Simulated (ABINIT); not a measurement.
# KCl (Sylvite): one start, several treatments of the self-energy

How much does the gap of KCl (Sylvite) depend on the approximation to the self-energy?

Program: ABINIT 10.8.3. Level of theory: PBE and many-body steps on it, plane waves. Results are calculated unless marked as measured.

This is a report of a sequence of runs, with most program output left out.

## (1) Starting point

It takes space group Fm-3m (No. 225, cubic). The conventional cell has a = 6.293 Å, b = 6.293 Å, c = 6.293 Å, α = 90.00°, β = 90.00°, γ = 90.00°. K has 6 Cl at 3.15 Å nearest. Nearest to Cl lie 6 K at 3.15 Å. Farther neighbours and most contacts between anions are not listed.

The cell and positions come from the Crystallography Open Database and are kept as given unless a step says otherwise.

## (2) Empty states on the mesh, 4×4×4 mesh, 392 bands

This step: ABINIT 10.8.3; DFT, PBE, plane waves, norm-conserving pseudopotentials.

The sums over transitions need many empty states on a uniform mesh; this step solves for them.

Input file run.abi:

```
acell 3*1.0 Angstrom
rprim 
  -0.000000000000 3.146470000000 3.146470000000
  3.146470000000 0.000000000000 3.146470000000
  3.146470000000 3.146470000000 -0.000000000000
ntypat 2
znucl 19 17
natom 2
typat 1 2
xred 
  0.000000000000 0.000000000000 0.000000000000
  0.500000000000 0.500000000000 0.500000000000
pp_dirpath "pseudos"
pseudos "K.upf, Cl.upf"
ecut 33
ngkpt 4 4 4
nshiftk 1
shiftk 0 0 0
kptopt 1
chksymbreak 0
irdden 1
istwfk *1
nband 392
prtvol 0
optdriver 6
gwr_task "HDIAGO"
paral_kgb 0
occopt 1
indata_prefix "in"
outdata_prefix "out"
tmpdata_prefix "tmp"
```

Started as:

```
$ OMP_NUM_THREADS=1 mpirun -n 4 abinit run.abi > log
```

Run time: 86 s. Hardware: 4 MPI ranks of Arm Neoverse V1, shared host; peak memory 3.4 GiB.

This step gave:

```yaml
gap: 5.190 eV
k_of_the_valence_top: 0, 0, 0
k_of_the_conduction_bottom: 0, 0, 0
least_direct_gap: 5.190 eV
k_points_computed: 8
lowest_point_of_the_top_converged_band_above_the_valence_top: 185.4152 eV
```

On this mesh the gap is 5.190 eV.

The density comes from a self-consistent run that is not shown.

## (3) Screening, 4×4×4 mesh, 384 bands, screening to 266.7 eV

The RPA dielectric matrix is built and inverted for each q.

This step: RPA screening on PBE, plane waves, norm-conserving pseudopotentials.

Changes to run.abi since step 2:

```diff
@@ -20,10 +20,11 @@
 chksymbreak 0
-irdden 1
 istwfk *1
-nband 392
-prtvol 0
-optdriver 6
-gwr_task "HDIAGO"
-paral_kgb 0
 occopt 1
+irdwfk 1
+optdriver 3
+nband 384
+ecuteps 9.8
+inclvkb 2
+awtr 1
+symchi 1
 indata_prefix "in"
```

Elapsed: 4 min, on 4 MPI ranks; peak memory 3 GiB.

Numbers from this step:

```
ε∞ with local fields, on this mesh, along the program's q direction : 2.178
the same without local fields                                       : 2.586
plasma frequency                                                    : 18.82 eV
plane waves in the screening matrix                                 : 609
```

Local fields lower ε∞ by 16 %.

## (4) G0W0, Godby-Needs plasmon pole

The self-energy is evaluated for the states that the input lists, and the levels follow from it, in one-shot runs by the linearised quasiparticle equation.

This step: G0W0 on PBE, plane waves, norm-conserving pseudopotentials.

Changes to run.abi since step 3:

```diff
@@ -23,8 +23,15 @@
 irdwfk 1
-optdriver 3
+optdriver 4
 nband 384
+gwcalctyp 0
+ecutsigx 33
+symsigma 1
+nkptgw 1
+kptgw 
+  0.0000000000 0.0000000000 0.0000000000
+bdgw 
+  6 12
 ecuteps 9.8
-inclvkb 2
-awtr 1
-symchi 1
+irdscr 1
+ppmodel 1
 indata_prefix "in"
```

Elapsed: 96 s, on 4 MPI ranks; peak memory 3.5 GiB; 6.4 min of CPU time.

Numbers from this step:

```
G0W0 gap on the points computed              : 8.19 eV
starting gap on the mesh                     : 5.190 eV
k of the valence top                         : 0, 0, 0
k of the conduction bottom                   : 0, 0, 0
Z at the valence top                         : 0.807
Z at the conduction bottom                   : 0.872
least direct G0W0 gap on the computed points : 8.19 eV
```

The gap on the mesh goes from 5.19 eV to 8.19 eV, a correction of +3.00 eV.

## (5) G0W0, Hybertsen-Louie plasmon pole

Changes to run.abi since step 4:

```diff
@@ -35,3 +35,3 @@
 irdscr 1
-ppmodel 1
+ppmodel 2
 indata_prefix "in"
```

Run time: 93 s. Hardware: 4 MPI ranks; peak memory 3.3 GiB.

This step gave:

```yaml
g0w0_gap_on_the_points_computed: 8.6 eV
starting_gap_on_the_mesh: 5.190 eV
k_of_the_valence_top: 0, 0, 0
k_of_the_conduction_bottom: 0, 0, 0
z_at_the_valence_top: 0.86
z_at_the_conduction_bottom: 0.897
least_direct_g0w0_gap_on_the_computed_points: 8.6 eV
```

Against G0W0 in ABINIT (4×4×4 mesh, 384 bands, screening to 266.7 eV, Godby-Needs plasmon pole), the gap moves by +0.410 eV.

## (6) G0W0, von der Linden-Horsch plasmon pole

Changes to run.abi since step 5:

```diff
@@ -35,3 +35,3 @@
 irdscr 1
-ppmodel 2
+ppmodel 3
 indata_prefix "in"
```

Run time: 40 s. Hardware: 4 MPI ranks; peak memory 3.1 GiB.

Numbers from this step:

| Property | Result |
| --- | --- |
| G0W0 gap on the points computed | 8.566 eV |
| starting gap on the mesh | 5.190 eV |
| k of the valence top | 0, 0, 0 |
| k of the conduction bottom | 0, 0, 0 |
| least direct G0W0 gap on the computed points | 8.566 eV |

Against G0W0 in ABINIT (4×4×4 mesh, 384 bands, screening to 266.7 eV, Godby-Needs plasmon pole), the gap moves by +0.376 eV.

## (7) G0W0, Engel-Farid plasmon pole

Changes to run.abi since step 6:

```diff
@@ -35,3 +35,3 @@
 irdscr 1
-ppmodel 3
+ppmodel 4
 indata_prefix "in"
```

Wall time 40 s (4 MPI ranks); peak memory 3.1 GiB.

This step gave:

```
G0W0 gap on the points computed              : 8.395 eV
starting gap on the mesh                     : 5.190 eV
k of the valence top                         : 0, 0, 0
k of the conduction bottom                   : 0, 0, 0
least direct G0W0 gap on the computed points : 8.395 eV
```

Against G0W0 in ABINIT (4×4×4 mesh, 384 bands, screening to 266.7 eV, Godby-Needs plasmon pole), the gap moves by +0.205 eV.

## (8) One-shot Hartree-Fock

This step: one-shot Hartree-Fock on PBE, plane waves, norm-conserving pseudopotentials.

Changes to run.abi since step 7:

```diff
@@ -24,4 +24,4 @@
 optdriver 4
-nband 384
-gwcalctyp 0
+nband 12
+gwcalctyp 5
 ecutsigx 33
@@ -33,5 +33,4 @@
   6 12
-ecuteps 9.8
-irdscr 1
-ppmodel 4
+ixc_sigma 40
+fftgw 31
 indata_prefix "in"
```

It took 2.6 s on 4 MPI ranks; peak memory 0.17 GiB.

This step gave:

| Item | Value |
| --- | --- |
| quasiparticle gap on the points computed | 13.42 eV |
| starting gap on the mesh | 5.190 eV |
| k of the valence top | 0, 0, 0 |
| k of the conduction bottom | 0, 0, 0 |
| least direct quasiparticle gap on the computed points | 13.42 eV |

Against G0W0 in ABINIT (4×4×4 mesh, 384 bands, screening to 266.7 eV, Godby-Needs plasmon pole), the gap moves by +5.226 eV.

## (9) Screening, 4×4×4 mesh, 384 bands, screening to 266.7 eV

This step: RPA screening on PBE, plane waves, norm-conserving pseudopotentials.

Changes to run.abi since step 8:

```diff
@@ -23,14 +23,14 @@
 irdwfk 1
-optdriver 4
-nband 12
-gwcalctyp 5
-ecutsigx 33
-symsigma 1
-nkptgw 1
-kptgw 
-  0.0000000000 0.0000000000 0.0000000000
-bdgw 
-  6 12
-ixc_sigma 40
-fftgw 31
+optdriver 3
+nband 384
+ecuteps 9.8
+inclvkb 2
+awtr 1
+symchi 1
+gwcalctyp 2
+nfreqre 16
+freqremax 40 eV
+nfreqim 8
+spmeth 1
+nomegasf 120
 indata_prefix "in"
```

Wall time 11 min (4 MPI ranks); peak memory 4.5 GiB.

Numbers from this step:

```yaml
eps_infinity_with_local_fields_on_this_mesh_along_the_program_s_q_direction: 2.192
the_same_without_local_fields: 2.607
plasma_frequency: 18.82 eV
plane_waves_in_the_screening_matrix: 609
```

## (10) G0W0, contour deformation

This step: G0W0 on PBE, plane waves, norm-conserving pseudopotentials.

Changes to run.abi since step 9:

```diff
@@ -23,14 +23,15 @@
 irdwfk 1
-optdriver 3
+optdriver 4
 nband 384
+gwcalctyp 2
+ecutsigx 33
+symsigma 1
+nkptgw 1
+kptgw 
+  0.0000000000 0.0000000000 0.0000000000
+bdgw 
+  6 12
 ecuteps 9.8
-inclvkb 2
-awtr 1
-symchi 1
-gwcalctyp 2
-nfreqre 16
-freqremax 40 eV
-nfreqim 8
-spmeth 1
-nomegasf 120
+irdscr 1
+gwmem 01
 indata_prefix "in"
```

Wall time 59 s (4 MPI ranks); peak memory 3.2 GiB; 3.9 min of CPU time.

This step gave:

* G0W0 gap on the points computed: 8.123 eV
* starting gap on the mesh: 5.190 eV
* k of the valence top: 0, 0, 0
* k of the conduction bottom: 0, 0, 0
* least direct G0W0 gap on the computed points: 8.123 eV

Against G0W0 in ABINIT (4×4×4 mesh, 384 bands, screening to 266.7 eV, Godby-Needs plasmon pole), the gap moves by −0.067 eV.

## (11) Screening, 4×4×4 mesh, 384 bands, screening to 266.7 eV

This step: RPA screening on PBE, plane waves, norm-conserving pseudopotentials.

Changes to run.abi since step 10:

```diff
@@ -23,15 +23,11 @@
 irdwfk 1
-optdriver 4
+optdriver 3
 nband 384
-gwcalctyp 2
-ecutsigx 33
-symsigma 1
-nkptgw 1
-kptgw 
-  0.0000000000 0.0000000000 0.0000000000
-bdgw 
-  6 12
 ecuteps 9.8
-irdscr 1
-gwmem 01
+inclvkb 2
+awtr 1
+symchi 1
+gwcalctyp 1
+nfreqre 0
+nfreqim 16
 indata_prefix "in"
```

It took 24 min on 4 MPI ranks; peak memory 3.3 GiB; 1.6 h of CPU time.

This step gave:

```
ε∞ with local fields, on this mesh, along the program's q direction : 2.178
the same without local fields                                       : 2.586
plasma frequency                                                    : 18.82 eV
plane waves in the screening matrix                                 : 609
```

## (12) G0W0, analytic continuation

This step: G0W0 on PBE, plane waves, norm-conserving pseudopotentials.

Changes to run.abi since step 11:

```diff
@@ -23,11 +23,16 @@
 irdwfk 1
-optdriver 3
+optdriver 4
 nband 384
+gwcalctyp 1
+ecutsigx 33
+symsigma 1
+nkptgw 1
+kptgw 
+  0.0000000000 0.0000000000 0.0000000000
+bdgw 
+  6 12
 ecuteps 9.8
-inclvkb 2
-awtr 1
-symchi 1
-gwcalctyp 1
-nfreqre 0
-nfreqim 16
+irdscr 1
+nomegasi 12
+omegasimax 25 eV
 indata_prefix "in"
```

Run time: 54 s. Hardware: 4 MPI ranks; peak memory 4.4 GiB; 3.6 min of CPU time.

This step gave:

* G0W0 gap on the points computed: 8.112 eV
* starting gap on the mesh: 5.190 eV
* k of the valence top: 0, 0, 0
* k of the conduction bottom: 0, 0, 0
* least direct G0W0 gap on the computed points: 8.112 eV

Against G0W0 in ABINIT (4×4×4 mesh, 384 bands, screening to 266.7 eV, Godby-Needs plasmon pole), the gap moves by −0.078 eV.

## (13) The runs together

Times are wall times on 4 MPI ranks of Arm Neoverse V1, shared host, good to a factor of about two. A run's time includes the screening step that it read.

```
                                     run   mesh  bands  screening cutoff (eV)  DFT gap (eV)  gap on the mesh (eV)  direct (eV)  ε∞ used     time
          G0W0, Godby-Needs plasmon pole  4×4×4    384                  266.7         5.190                 8.190        8.190     2.18  5.6 min
      G0W0, Hybertsen-Louie plasmon pole  4×4×4    384                  266.7         5.190                 8.600        8.600     2.18  5.6 min
G0W0, von der Linden-Horsch plasmon pole  4×4×4    384                  266.7         5.190                 8.566        8.566     2.18  4.7 min
          G0W0, Engel-Farid plasmon pole  4×4×4    384                  266.7         5.190                 8.395        8.395     2.18  4.7 min
                   one-shot Hartree-Fock  4×4×4      -                      -         5.190                13.416       13.416        -    2.6 s
               G0W0, contour deformation  4×4×4    384                  266.7         5.190                 8.123        8.123     2.19   12 min
             G0W0, analytic continuation  4×4×4    384                  266.7         5.190                 8.112        8.112     2.18   24 min
```

## (14) Results

```json
{
 "G0W0, Godby-Needs plasmon pole": "8.190 eV",
 "G0W0, Hybertsen-Louie plasmon pole": "8.600 eV",
 "G0W0, von der Linden-Horsch plasmon pole": "8.566 eV",
 "G0W0, Engel-Farid plasmon pole": "8.395 eV",
 "one-shot Hartree-Fock": "13.416 eV",
 "G0W0, contour deformation": "8.123 eV",
 "G0W0, analytic continuation": "8.112 eV",
 "known limits": "not at the basis limit"
}
```

In words: G0W0, Hybertsen-Louie plasmon pole: +0.410 eV against G0W0, Godby-Needs plasmon pole. G0W0, von der Linden-Horsch plasmon pole: +0.376 eV against G0W0, Godby-Needs plasmon pole. G0W0, Engel-Farid plasmon pole: +0.205 eV against G0W0, Godby-Needs plasmon pole. One-shot Hartree-Fock: +5.226 eV against G0W0, Godby-Needs plasmon pole. G0W0, contour deformation: −0.067 eV against G0W0, Godby-Needs plasmon pole. G0W0, analytic continuation: −0.078 eV against G0W0, Godby-Needs plasmon pole. Bare exchange alone opens the gap to 13.42 eV; against G0W0, correlation takes back 5.23 eV. Bands and cutoff are finite, so the gap is not at the basis limit. The miss can reach some tenths of an eV and take either sign; the mesh is an error of its own. In the G0W0 runs levels were corrected at 1 k point alone, so a gap called «on the mesh» is the least over those, and an edge elsewhere would be missed.

[Paths, hosts, dates, memory and timing lines, banners, echoed tables and standing remarks are left out of the program output.]

[Logs are printed without paths, hosts, clocks, repeated set-up lines and the standing remarks that a program may print on its own settings, such as how far it seeks lower states.]

[Runs of the session that timed out or met a known fault of the program may be left out.]

[Hosts, paths, dates, database ids (printed as entryN), source tags and the programs' standing remarks are cut or masked in the printed files.]

[G0W0 gaps are taken among the corrected bands and points alone; a level outside them can change the order at an edge.]

[Where Ansatz stands beside ABINIT at settings called matched, ABINIT's density can come from a denser mesh and the files from another edition; pairs whose starting gaps differed by over 0.03 eV were left out, so agreement reads better than it is.]
